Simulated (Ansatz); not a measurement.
# How Ni59Al41 (at. %) with crystalline order left by the classical run changes with quench rate

Does a slower quench leave a cell of lower energy?

Computed with Ansatz 0.2.0: Kohn-Sham DFT, LDA, PAW (set soft_2). Every run is a single point, with the atoms held where the recipe put them (cutoff of the plane-wave runs 420 eV, methfessel-paxton smearing of 0.15 eV, spin polarised).

First member: 68 atoms (40 Ni, 28 Al) placed at random at 5.03 g/cm³, melted at 2400 K for 10 ps at fixed volume with the EAM Ni-Al-H potential (Angelo, Moody and Baskes, Modell. Simul. Mater. Sci. Eng. 3, 289 (1995)). Quenched from 2400 K to 300 K at 10 K/ps and zero pressure, held 5 ps.

Last member: 68 atoms (40 Ni, 28 Al) placed at random at 5.03 g/cm³, melted at 2400 K for 10 ps at fixed volume with the EAM Ni-Al-H potential (Angelo, Moody and Baskes, Modell. Simul. Mater. Sci. Eng. 3, 289 (1995)). Quenched from 2400 K to 300 K at 1000 K/ps and zero pressure, held 5 ps.

The members:

```csv
quench rate (K/ps),reduced formula,atoms,valence electrons,k-mesh,basis,density (g/cm³)
10,Al7Ni10,68,804,2×2×2,plane waves,6.01
30,Al7Ni10,68,804,2×2×2,plane waves,6.02
100,Al7Ni10,68,804,2×2×2,plane waves,5.94
300,Al7Ni10,68,804,2×2×2,plane waves,6.02
1000,Al7Ni10,68,804,2×2×2,plane waves,6.04
```

Each cell is one sample from a classical run, so sample-to-sample scatter enters every column; pressures lack the kinetic term.

The input of the first member, without its atom lines; other members have their own cell and atoms, and may differ in mesh, basis and outputs:

```yaml
crystal:
  lattice:
    - [9.50255, 0.0, 0.0]
    - [0.0, 9.50255, 0.0]
    - [0.0, 0.0, 9.50255]
  atoms:
    [... 68 lines ...]
magnetization:
  spin_polarized: true
kpoints:
  mp_grid: { grid: [2, 2, 2] }
hamiltonian:
  xc: lda
scf:
  occupations: { method: methfessel_paxton, width: 0.15 }
  lower_state_search: "off"
output:
  forces: true
  stress: true
  populations: intrinsic
  dos:
    method: { smearing: { sigma: 0.08 } }
    de: 0.1
    projected: { site_lists: { Al: [Al], Ni: [Ni] } }
  eigenvalues: true
  write_density: true
  write_potential: true
  volumetric_format: npy
```

Results:

```csv
quench rate (K/ps),energy less the first member's (meV/atom),pressure (GPa),r.m.s. force (eV/Å)
10,0.0,-12.5,0.483
30,-3.9,-13.3,0.441
100,14.8,-12.1,0.480
300,20.6,-11.9,0.525
1000,-9.5,-10.6,0.502
```

Bonds in each cell, which the recipe sets and DFT didn't move; cutoffs follow each cell's own g(r) within set bounds (mean length in Å, and neighbours of the second kind about the first):

```csv
quench rate (K/ps),Al-Ni length,Al-Ni count,Ni-Ni length,Ni-Ni count
10,2.590,7.57,2.605,6.30
30,2.616,7.96,2.626,6.60
100,2.614,7.93,2.632,6.55
300,2.623,7.79,2.637,7.00
1000,2.570,7.57,2.586,6.25
```

Cost:

```csv
quench rate (K/ps),atoms,basis,k-mesh,SCF cycles,time,host memory (GiB),hardware
10,68,plane waves,2×2×2,47,4.1 min,12,8 threads of Intel Xeon Platinum 8488C (Sapphire Rapids)
30,68,plane waves,2×2×2,40,3.7 min,12,8 threads of Intel Xeon Platinum 8488C (Sapphire Rapids)
100,68,plane waves,2×2×2,43,4.1 min,12,8 threads of Intel Xeon Platinum 8488C (Sapphire Rapids)
300,68,plane waves,2×2×2,45,4.3 min,12,8 threads of Intel Xeon Platinum 8488C (Sapphire Rapids)
1000,68,plane waves,2×2×2,44,2.4 min,12,8 threads of AMD EPYC 9R45
```

Times include the outputs that each run asked for, on hosts shared with other jobs.

What the series shows: The energy against the first member is lowest at 1000 K/ps (-9.5 meV/atom) and highest at 300 K/ps (20.6 meV/atom), with no steady trend; each member is a single configuration. The slowest quench doesn't give the lowest energy; that at 1000 K/ps does, by 9.5 meV/atom, which single samples of this size can't show to be real. The pressure goes from -13 GPa at 10 to -11 GPa at 1000 K/ps. The cells differ in volume and aren't at zero pressure, which adds to their energy differences. The members needn't be equally crystalline, and that can outweigh the parameter.

Caveats: In the spin-polarised runs the search for a state of lower energy was switched off. The starting topology of bonds comes from the classical model, and needn't be the one that DFT or experiment would give. The program left the stability of some magnetic solutions unchecked, or ended on moments of another size or direction than seeded. The cells aren't relaxed by DFT, which could reorder their energies. The starting order of the moments was set by the recipe and needn't be the real material's. Even the slowest of these quenches is many orders faster than a laboratory quench. The classical runs held zero pressure, yet DFT finds pressures over 8 GPa in size in some cells, from the potential's density and bond lengths or from this functional's own volume.

[Logs are printed without paths, hosts, clocks, repeated set-up lines and the standing remarks that a program may print on its own settings, such as how far it seeks lower states.]

[Hosts, paths, dates, database ids (printed as entryN), source tags and the programs' standing remarks are cut or masked in the printed files.]
